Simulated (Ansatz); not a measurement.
# How KBr (Fm-3m) expands on warming

Aim: the lattice, expansion, heat capacity and bulk modulus of KBr as it warms.

Experimental results on record:
- volume expansion coefficient 116.1 1e-6/K and heat capacity C_P per formula unit 52.3 J/mol/K near room temperature (given in “High-Throughput Prediction of Finite-Temperature Properties using the Quasi-Harmonic Approximation”, 2016, arXiv:1603.06924)
- volume expansion coefficient 117.6 1e-6/K near room temperature (given in “Descriptors for thermal expansion in solids”, 2017, arXiv:1701.03966)

Program: Ansatz 0.2.0. Level of theory: DFT RPBE, scalar-relativistic, plane waves, PAW. Results are calculated unless marked as measured.

## (1) Starting point

It takes space group Fm-3m (No. 225, cubic). Conventional cell: a = 6.600 Å, b = 6.600 Å, c = 6.600 Å, α = 90.00°, β = 90.00°, γ = 90.00°. Nearest to K lie 6 Br at 3.30 Å. Br has 6 K at 3.30 Å nearest. Farther neighbours and most contacts between anions are not listed.

Coordinates:

```cif
data_structure
_symmetry_space_group_name_H-M 'P 1'
_symmetry_Int_Tables_number 1
_cell_length_a 4.6669
_cell_length_b 4.6669
_cell_length_c 4.6669
_cell_angle_alpha 60.000
_cell_angle_beta 60.000
_cell_angle_gamma 60.000
_cell_volume 71.87
loop_
_atom_site_label
_atom_site_type_symbol
_atom_site_fract_x
_atom_site_fract_y
_atom_site_fract_z
_atom_site_occupancy
K1 K 0.00000 0.00000 0.00000 1
Br2 Br 0.50000 0.50000 0.50000 1
```

## (2) Probe on a coarse mesh

Before spending time, one coarse run tells the gap and the pressure of the starting cell.

File input.yaml:

```yaml
crystal:
  lattice:
    - [0.0, 3.3, 3.3]
    - [3.3, 0.0, 3.3]
    - [3.3, 3.3, 0.0]
  atoms:
    - { symbol: K, position: [0.0, 0.0, 0.0] }
    - { symbol: Br, position: [0.5, 0.5, 0.5] }
kpoints:
  mp_grid: { grid: [6, 6, 6] }
hamiltonian:
  xc: rpbe
scf:
  occupations: { method: gaussian, width: 0.1 }
output:
  forces: true
  stress: true
  eigenvalues: true
```

On the command line:

```bash
> ansatz run input.yaml --threads 4 --pin off --max-ram 8192MiB --backend cpu --events-out ev --progress --plain --runs-dir out
```

Numbers of over 12 decimals in the logs are rounded to 6 here.

The program printed:

```text
Engine: ansatz 0.2.0, aarch64-unknown-linux-gnu
Pseudopotentials: kind: paw
Pseudopotential: K, paw, valence charge 9, recommended cutoff 420 eV (normal), K.paw.azcp
Pseudopotential: Br, paw, valence charge 7, recommended cutoff 420 eV (normal), Br.paw.azcp
Functional definition: RPBE
  parameter kappa = 0.804
  parameter beta = 0.066725
  exchange = rpbe_x(kappa = kappa, mu = beta*pi^2/3)
  correlation = pbe_c(beta = beta)
Crystal: 2 atoms, lattice volume = 71.874 Å³
Basis set: ecut = 420 eV, 1411 PW (Γ), exchange–correlation on 64×64×64 points (8 copies of the dense FFT grid, shifted against one another)
Bands: 12, of which v1, the nominal top of the filled ones, is band 8 counted from 1 (7 counted from 0)
Symmetry: 48 space group operations
Space group: Fm-3m (ITA 225), of the structure as read, at distance tolerance 4.2e-5 Å
k-points: 16 of 216
Non-local potential: K, projectors of the file, l = 0: 3, l = 1: 2, l = 2: 2
Non-local potential: Br, projectors of the file, l = 0: 2, l = 1: 2, l = 2: 2
PAW form: soft (Blöchl's): semilocal exchange-correlation on the pseudo side does not see the compensation charge
PAW frozen core: K, regenerated for the run's functional, and the local potential with it (the file was generated under x = pbe(κ = 0.804, μ = 0.219515), c = pbe(β = 0.066725))
PAW frozen core: Br, regenerated for the run's functional, and the local potential with it (the file was generated under x = pbe(κ = 0.804, μ = 0.219515), c = pbe(β = 0.066725))
PAW one-centre angular grid: K, 110 points (default); XC on 64 Gauss nodes
PAW one-centre angular grid: Br, 110 points (default); XC on 64 Gauss nodes
Initial density: superposition of atomic densities (neutral atoms: chi_scale 0, normalization atom), corrected by the library's trained network
Initial wavefunctions: pseudopotential atomic-orbital guess
Functional: x = rpbe, c = pbe(β = 0.066725)
SCF iter   1: F=—  HF=-4335.062779 eV  |F-HF|=—  |Δ(HF+E_count)|=         —  Δρ=2.21e-3  dr2=4.33e-3  ethr=1.77e-3  ⟨swp⟩=6.6  Hψ=1264  notcnv=0
preconditioner: auto → none  [insulator: Δε(μ)=4.775 eV  Ē_g=15.010 eV  σ=0.100 eV  W_gap=1.00  n_scr=14 (ndim 8)  ℏωp=16.4 eV  f_vac=0.056  D(μ)=0.00/eV (n_scr^D=0)  ε∞_Penn≈2.2]
SCF iter   2: F=—  HF=-4335.062419 eV  |F-HF|=—  |Δ(HF+E_count)|=   3.60e-4  Δρ=1.12e-3  dr2=5.12e-4  ethr=2.70e-5  ⟨swp⟩=2.2  Hψ=416  notcnv=0
SCF iter   3: F=—  HF=-4335.062556 eV  |F-HF|=—  |Δ(HF+E_count)|=   1.38e-4  Δρ=3.89e-4  dr2=9.14e-5  ethr=3.20e-6  ⟨swp⟩=2.3  Hψ=309  notcnv=0
SCF iter   4: F=—  HF=-4335.062588 eV  |F-HF|=—  |Δ(HF+E_count)|=   3.15e-5  Δρ=2.73e-5  dr2=6.64e-7  ethr=5.71e-7  ⟨swp⟩=2.0  Hψ=240  notcnv=0
iter 5 did not close the SCF: its close was put off for the readings that it lacked (scf_convergence_deferred on its scf_iter line)
SCF iter   5: F=-4335.062589 eV  HF=-4335.062589 eV  |F-HF|=2.23e-7  |Δ(HF+E_count)|=   1.23e-6  Δρ=1.20e-5  dr2=4.25e-8  ethr=4.15e-9  ⟨swp⟩=2.0  Hψ=311  notcnv=0
SCF iter   6: F=-4335.062589 eV  HF=-4335.062589 eV  |F-HF|=3.63e-10  |Δ(HF+E_count)|=   2.77e-7  Δρ=1.54e-6  dr2=2.03e-9  ethr=2.65e-10  ⟨swp⟩=4.1  Hψ=1024  notcnv=0
SCF 1 converged in 6 iterations: F = -4335.062589 eV  dr2 = 2.03e-9
  greatest PAW one-centre occupation: 0.988 electrons in one spin orbital (limit 2), on the K atom at site 0 (counted from 0), in its partial waves of l = 0
SCF converged after 6 iterations
Free energy (F): -4335.062589 eV
Harris-Foulkes:  -4335.062589 eV  (|F-HF|=3.63e-10)
Internal energy: -4335.062589 eV  (E = F + TS)
E sigma→0 (E₀):  -4335.062589 eV
Fermi energy:    3.589819 eV
--- Per-component energies (eV) ---
  E_band       = -131.762080
  E_kinetic    = 389.196867
  E_local      = -838.709905  (includes V_loc(G=0)·N_el)
  E_nonlocal   = 81.465030
  E_hartree    = 272.917606
  E_xc         = -402.348129
  E_vxc        = -270.092556  (∫ρ·V_xc dr)
  E_paw        = -3037.489410  (= ΣΔE_a)
  E_vpaw       = -39.457193  (= ΣTr[D̂ρ^β])
  E_aug_tail   = -0.000004  (compensation charges beyond the density's cutoff)
  E_ewald      = -799.985846
  E_core_change = -0.108798  (= ΣΔE_core)
  E_smearing   = -0.000000  (= −TS)
  E_closure    = -0.000000  (closes the sum)
  Σ components = -4335.062589   (vs F -4335.062589, Δ=0.00e0)
--- Forces (eV/Å), atoms counted from 1 ---
  atom   1  K     -0.00000000     0.00000000    -0.00000000
  atom   2  Br     0.00000000    -0.00000000    -0.00000000
  max |Σ_I F_I| component: 2.83e-30 eV/Å
--- Stress (GPa, compression-positive) ---
        2.121049      -0.000000       0.000000
       -0.000000       2.121049       0.000000
       -0.000000       0.000000       2.121049
  P = ⅓ Tr σ = 2.1210 GPa (21.210 kbar)
--- Band table (eV; the first three rows and the last of 16) ---
  k-point 0: bands = [... 4 lower, -10.1166, 1.2028, 1.2028, 1.2028, 5.9745, 8.9921, 8.9921, 8.9921]
  k-point 1: bands = [... 4 lower, -10.0414, 0.8610, 1.1176, 1.1176, 6.6124, 8.8814, 9.3110, 9.3110]
  k-point 2: bands = [... 4 lower, -9.9096, 0.3136, 0.9572, 0.9572, 7.7065, 9.1667, 10.1628, 10.1628]
  k-point 15: bands = [... 4 lower, -10.0434, 0.5288, 0.7465, 0.7754, 8.0451, 9.3658, 9.7502, 10.5891]
```

The job ended after 0.86 s (4 threads of Arm Neoverse V2, shared host; peak memory 0.29 GiB; 1.6 s of CPU time).

The column dr2 measures how far the density is from self-consistency, as an energy; F and HF (Harris–Foulkes) agree once it is small.

This step gave:

| Quantity | Value |
| --- | --- |
| pressure | 2.121 GPa |
| gap on the k-mesh | 4.772 eV |
| volume per atom | 35.94 Å³ |

The start is under 2.1 GPa at this level and looks like an insulator or semiconductor on this mesh.

## (3) Finding the static equilibrium

The vibrations must be taken about the equilibrium of this functional, not about the starting cell, so the structure is relaxed.

input.yaml, the sections that differ from step 2:

```yaml
scf:
  occupations: { method: gaussian, width: 0.02 }
output:
  forces: true
  stress: true
  eigenvalues: true
  write_density: true
  write_potential: true
  elf: true
  volumetric_format: npy
relax:
  adjacent_minimum: "off"
  f_tol: 0.005
  max_steps: 80
  cell: { stress_tol: 0.05 }
# crystal, kpoints, hamiltonian: as in step 2
```

The program printed:

```text
[...]
Crystal: 2 atoms, lattice volume = 71.874 Å³
Basis set: ecut = 420 eV, 1411 PW (Γ), exchange–correlation on 64×64×64 points (8 copies of the dense FFT grid, shifted against one another)
Bands: 12, of which v1, the nominal top of the filled ones, is band 8 counted from 1 (7 counted from 0)
Symmetry: 48 space group operations
[...]
k-points: 16 of 216
[...]
SCF iter   1: F=—  HF=-4335.062717 eV  |F-HF|=—  |Δ(HF+E_count)|=         —  Δρ=2.21e-3  dr2=4.34e-3  ethr=1.77e-3  ⟨swp⟩=7.3  Hψ=1350  notcnv=0
[...]
SCF iter   6: F=-4335.062589 eV  HF=-4335.062589 eV  |F-HF|=6.83e-10  |Δ(HF+E_count)|=   2.76e-7  Δρ=1.75e-6  dr2=2.77e-9  ethr=2.79e-10  ⟨swp⟩=6.3  Hψ=1171  notcnv=0
SCF 1 converged in 6 iterations: F = -4335.062589 eV  dr2 = 2.77e-9
[...]
relax step   1: F+E_penalty+E_count = -4335.06258925 eV  Δ(F+E_penalty+E_count) = +0.000e0 eV  max|allowed force component| = 9.516e-30 eV/Å  Δτ_max = 0.0000 Å  P = +2.121 GPa  Ω = 71.874 Å³  (6 SCF iters, dr2 threshold 1.00e-7 eV, accepted)
Crystal: 2 atoms, lattice volume = 76.630 Å³
Basis set: ecut = 420 eV, 1459 PW (Γ), exchange–correlation on 64×64×64 points (8 copies of the dense FFT grid, shifted against one another)
[...]
iter 1 solved again at ethr=2.23e-5 eV; its pass at ethr=3.10e-3 eV (dr2=3.57e-3 eV) is discarded
[...]
SCF iter   5: F=-4335.108176 eV  HF=-4335.108176 eV  |F-HF|=4.59e-7  |Δ(HF+E_count)|=   3.00e-6  Δρ=1.17e-5  dr2=9.50e-8  ethr=1.25e-9  ⟨swp⟩=11.9  Hψ=1638  notcnv=0
SCF 2 converged in 5 iterations: F = -4335.108176 eV  dr2 = 9.50e-8
relax step   2: F+E_penalty+E_count = -4335.10817605 eV  Δ(F+E_penalty+E_count) = -4.559e-2 eV  max|allowed force component| = 6.541e-30 eV/Å  Δτ_max = 0.0000 Å  P = +1.020 GPa  Ω = 76.630 Å³  energy of the carried Pulay correction = -1.366e-4 eV  (5 SCF iters, dr2 threshold 2.00e-7 eV, accepted)
Crystal: 2 atoms, lattice volume = 81.627 Å³
Basis set: ecut = 420 eV, 1639 PW (Γ), exchange–correlation on 64×64×64 points (8 copies of the dense FFT grid, shifted against one another)
[...]
SCF iter   5: F=-4335.126182 eV  HF=-4335.126182 eV  |F-HF|=4.06e-7  |Δ(HF+E_count)|=   2.33e-6  Δρ=1.12e-5  dr2=8.63e-8  ethr=1.25e-9  ⟨swp⟩=11.9  Hψ=1664  notcnv=0
SCF 3 converged in 5 iterations: F = -4335.126182 eV  dr2 = 8.63e-8
relax step   3: F+E_penalty+E_count = -4335.12618192 eV  Δ(F+E_penalty+E_count) = -1.801e-2 eV  max|allowed force component| = 6.574e-30 eV/Å  Δτ_max = 0.0000 Å  P = +0.189 GPa  Ω = 81.627 Å³  energy of the carried Pulay correction = -2.711e-4 eV  (5 SCF iters, dr2 threshold 2.00e-7 eV, accepted)
[...]
relax step   4: F+E_penalty+E_count = -4335.12695468 eV  Δ(F+E_penalty+E_count) = -7.728e-4 eV  max|allowed force component| = 2.445e-29 eV/Å  Δτ_max = 0.0000 Å  P = +0.023 GPa  Ω = 82.854 Å³  energy of the carried Pulay correction = -3.028e-4 eV  (5 SCF iters, dr2 threshold 8.90e-8 eV, accepted)
Basis set: ecut = 420 eV, 1639 PW (Γ), exchange–correlation on 72×72×72 points (8 copies of the dense FFT grid, shifted against one another)
[...]
SCF iter   1: F=—  HF=-4335.127102 eV  |F-HF|=—  |Δ(HF+E_count)|=         —  Δρ=4.31e-5  dr2=1.96e-7  ethr=9.58e-7  ⟨swp⟩=3.2  Hψ=1881  notcnv=0
eigensolver tolerance schedule: the retry pair's looser diagonalisation over-reported the residual by 779.80 of it (diagonalisation noise at 0.32 of the residual, at the tolerance the schedule requests for it); recorded, not acted on — ethr = c·dr2/N_el stays at c = 1.0e-1
[...]
SCF iter   2: F=—  HF=-4335.127116 eV  |F-HF|=—  |Δ(HF+E_count)|=   1.41e-5  Δρ=2.22e-5  dr2=4.83e-8  ethr=1.23e-9  ⟨swp⟩=2.4  Hψ=333  notcnv=0
[...]
SCF iter   5: F=-4335.127119 eV  HF=-4335.127119 eV  |F-HF|=2.64e-11  |Δ(HF+E_count)|=  4.70e-10  Δρ=1.05e-7  dr2=2.70e-12  ethr=1.00e-12  ⟨swp⟩=6.1  Hψ=906  notcnv=0
SCF 5 converged in 5 iterations: F = -4335.127119 eV  dr2 = 2.70e-12
relax step   5: F+E_penalty+E_count = -4335.12711896 eV  Δ(F+E_penalty+E_count) = -1.643e-4 eV  max|allowed force component| = 4.155e-29 eV/Å  Δτ_max = 0.0000 Å  P = +0.021 GPa  Ω = 82.854 Å³  stress off target by 2.14e-2 GPa  SCF on the basis re-selected at this cell (its energy is not comparable with the rows above)  (5 SCF iters)
basis re-selected at this cell: Δ(F+E_penalty+E_count) = -1.643e-4 eV, ΔP = -0.002 GPa vs the last step (what re-selecting the basis moved, of the pressure what is left beyond the Pulay correction that the steps carried, after the strain that the cell walked since its last selection, with what the two solves' SCF thresholds leave and, on support functions, any second-order correction that the steps lacked; it is no measure of the basis error at this ecutwfc). The dense FFT grid was sized anew with the basis: this SCF ran on 36×36×36 points, the steps before it on 32×32×32, so part of this shift can come from that change (see relax.cell in the input reference). [rest of the remark cut]
SCF converged after 5 iterations
Free energy (F): -4335.127119 eV
[...]
Internal energy: -4335.127119 eV  (E = F + TS)
E sigma→0 (E₀):  -4335.127119 eV
Fermi energy:    2.525778 eV
[...]
--- Stress (GPa, compression-positive) ---
        0.021433      -0.000000      -0.000000
       -0.000000       0.021433      -0.000000
       -0.000000      -0.000000       0.021433
  P = ⅓ Tr σ = 0.0214 GPa (0.214 kbar)
--- Band table (eV; the first three rows and the last of 16) ---
  k-point 0: bands = [... 4 lower, -11.3203, 0.3276, 0.3276, 0.3276, 4.7239, 8.0379, 8.0379, 8.0379]
  k-point 1: bands = [... 4 lower, -11.2480, 0.0635, 0.2686, 0.2686, 5.2795, 7.9010, 8.3134, 8.3134]
  k-point 2: bands = [... 4 lower, -11.1354, -0.3661, 0.1560, 0.1560, 6.3753, 7.9552, 9.0448, 9.0448]
  k-point 15: bands = [... 4 lower, -11.2456, -0.2208, -0.0212, -0.0184, 7.1295, 7.9104, 8.4820, 9.1701]
--- Relaxed structure (4 steps of the walk, 4 accepted, 1 SCFs on fresh bases) ---
  F+E_penalty+E_count = -4335.12711896 eV   max|allowed force component| = 4.155e-29 eV/Å   (the final SCF, on the basis selected at the relaxed cell)
  cell:  # Å, volume = 82.8535 Å³
    - [0, 3.460140, 3.460140]
    - [3.460140, 0, 3.460140]
    - [3.460140, 3.460140, 0]
  atoms:
    - { symbol: K, position: [0, 0, 0] }
    - { symbol: Br, position: [0.500000, 0.500000, 0.500000] }
```

The job ended after 1.9 s (4 threads; peak memory 0.33 GiB).

Relaxation path:

```csv
step,energy less that of the first step (eV),largest force component (eV/Å),pressure (GPa),volume (Å³)
1,0.0000,0.0000,2.12,71.87
2,-0.0456,0.0000,1.02,76.63
3,-0.0636,0.0000,0.19,81.63
4,-0.0644,0.0000,0.02,82.85
5*,-0.0645,0.0000,0.02,82.85
```

Relaxation steps marked * repeat the geometry before them on a plane-wave basis chosen anew for their cell, so energy and pressure can jump there.

The run keeps the 48 symmetry operations that it works with, so distortions that break them were not tested.

```csv
"conventional cell, symmetrised",before,after,change
a (Å),6.600,6.920,+4.9 %
b (Å),6.600,6.920,+4.9 %
c (Å),6.600,6.920,+4.9 %
volume (Å³/atom),35.94,41.43,+15.3 %
```

Final coordinates:

```xyz
2
Lattice="0.0000 3.4601 3.4601 3.4601 0.0000 3.4601 3.4601 3.4601 0.0000" Properties=species:S:1:pos:R:3 pbc="T T T"
K     0.0000    0.0000    0.0000
Br    3.4601    3.4601    3.4601
```

This step gave:

```yaml
pressure: 0.02143 GPa
gap_on_the_k_mesh: 4.396 eV
volume_per_atom: 41.43 Å³
```

Electrostatic potential energy in the ac plane of the conventional cell at fractional y = 0.000, with atoms of K and Br within 0.2 Å of it. With pseudopotentials it is smooth inside the atoms' cores, unlike the true potential.

Values in eV, 10 rows by 16 columns, each cell a mean:
```
-38 -23  -3   4   5   3 -19 -52 -57 -34  -1   5   5   1 -14 -34
 -3   0   3   5   6   6   4   0  -2   3   5   6   5   4   2  -2
  5   5   6   6   6   6   5   4   4   5   5   6   6   6   5   5
-12  -2   5   6   5   3  -1  -7  -9  -3   2   5   6   6   2  -9
-64 -44  -3   5   4   0 -18 -40 -43 -29  -4   3   5   2 -26 -61
-57 -34  -1   5   5   1 -14 -34 -38 -23  -3   4   5   3 -19 -52
 -2   3   5   6   5   4   2  -2  -3   0   3   5   6   6   4   0
  4   5   5   6   6   6   5   5   5   5   6   6   6   6   5   4
 -9  -3   2   5   6   6   2  -9 -12  -2   5   6   5   3  -1  -7
-43 -29  -4   3   5   2 -26 -61 -64 -44  -3   5   4   0 -18 -40
```
Columns run along a (6.9 Å; values clipped at the 3rd and 97th percentile), rows up along c (6.9 Å), edges of the conventional cell, whose origin can differ from the input's. Atoms in or near the plane, at fractional coordinates: K at (0.00, 0.00), K at (0.50, 0.50), Br at (0.50, 0.00), Br at (0.00, 0.50).

Valence density in the ac plane of the conventional cell at fractional y = 0.000, with atoms of K and Br within 0.2 Å of it. It is the smooth field of the valence electrons, not physical close to the nuclei.

Ten even steps from '0' (0.0 e/Å³) to '9' (4.1 e/Å³), each cell a mean:
```
9620000221121000148
5300000122210000014
1000000011100000001
0000000000000000000
0000000000000000000
0000000000000000000
1100000001000000001
2210000035410000012
1210000269840000121
0220000279951000121
2210000157630000122
2100000012200000012
0000000000000000000
0000000000000000000
0000000000000000000
0000000000000000000
2100000012110000002
7410000122221000036
9720000220121000159
```
Columns run along a (6.9 Å), rows up along c (6.9 Å), edges of the conventional cell, whose origin can differ from the input's. Atoms in or near the plane, at fractional coordinates: K at (0.00, 0.00), K at (0.50, 0.50), Br at (0.50, 0.00), Br at (0.00, 0.50).

ELF in the ac plane of the conventional cell at fractional y = 0.000, with atoms of K and Br within 0.2 Å of it. It is the smooth field of the valence electrons, not physical close to the nuclei.

Ten even steps from '0' (0.01) to '9' (0.86), each cell a mean:
```
8993059951289711699
9971048997899710489
7620037999998510146
1000014678775200001
1110000122211000111
7764100001100002577
9987300257641015899
8998401799984017998
1699403998996127982
0499504997897128971
4899403899995027995
9998301589972016999
9985200134310004789
5542000000000001345
0000002345443100000
3210025899987400013
9851048999998610279
9982059984699710699
7993059940189711798
```
Columns run along a (6.9 Å), rows up along c (6.9 Å), edges of the conventional cell, whose origin can differ from the input's. Atoms in or near the plane, at fractional coordinates: K at (0.00, 0.00), K at (0.50, 0.50), Br at (0.50, 0.00), Br at (0.00, 0.50).

The relaxation ends with a pressure of 0.02 GPa.

## (4) A second relaxation

The relaxation is run once more from where the first one ended, as the script does after a large change of volume or of the gap, with mesh and occupations reviewed.

input.yaml, the sections that differ from step 3:

```yaml
crystal:
  lattice:
    - [0.0, 3.460139963, 3.460139963]
    - [3.460139963, 0.0, 3.460139963]
    - [3.460139963, 3.460139963, 0.0]
  atoms:
    - { symbol: K, position: [0.0, 0.0, 0.0] }
    - { symbol: Br, position: [0.5, 0.5, 0.5] }
output:
  forces: true
  stress: true
  eigenvalues: true
# kpoints, hamiltonian, scf, relax: as in step 3
```

The program printed:

```text
[...]
Crystal: 2 atoms, lattice volume = 82.854 Å³
Basis set: ecut = 420 eV, 1639 PW (Γ), exchange–correlation on 72×72×72 points (8 copies of the dense FFT grid, shifted against one another)
Bands: 12, of which v1, the nominal top of the filled ones, is band 8 counted from 1 (7 counted from 0)
Symmetry: 48 space group operations
[...]
k-points: 16 of 216
[...]
k-point 15: bands = [... 4 lower, -11.2456, -0.2208, -0.0212, -0.0184, 7.1295, 7.9104, 8.4820, 9.1701]
--- Relaxed structure (1 steps of the walk, 1 accepted, 1 SCFs on fresh bases) ---
[...]
cell:  # Å, volume = 82.8535 Å³
    - [0.0, 3.460139963, 3.460139963]
    - [3.460139963, 0.0, 3.460139963]
    - [3.460139963, 3.460139963, 0.0]
  atoms:
    - { symbol: K, position: [0.0, 0.0, 0.0] }
    - { symbol: Br, position: [0.500000, 0.500000, 0.500000] }
[key lines of the parts left out:]
SCF converged after 3 iterations
Free energy (F): -4335.127119 eV
Fermi energy:    2.525772 eV
P = ⅓ Tr σ = 0.0214 GPa (0.214 kbar)
```

Elapsed: 0.83 s, on 4 threads; peak memory 0.32 GiB.

Little changed from the start: no atom moved by 0.005 Å and no cell edge by 0.1 %.

[end of part 1 of 2]

[Logs are printed without paths, hosts, clocks, repeated set-up lines and the standing remarks that a program may print on its own settings, such as how far it seeks lower states.]

[Hosts, paths, dates, database ids (printed as entryN), source tags and the programs' standing remarks are cut or masked in the printed files.]

[A step with changed settings may run another functional than the one named; its input shows which.]
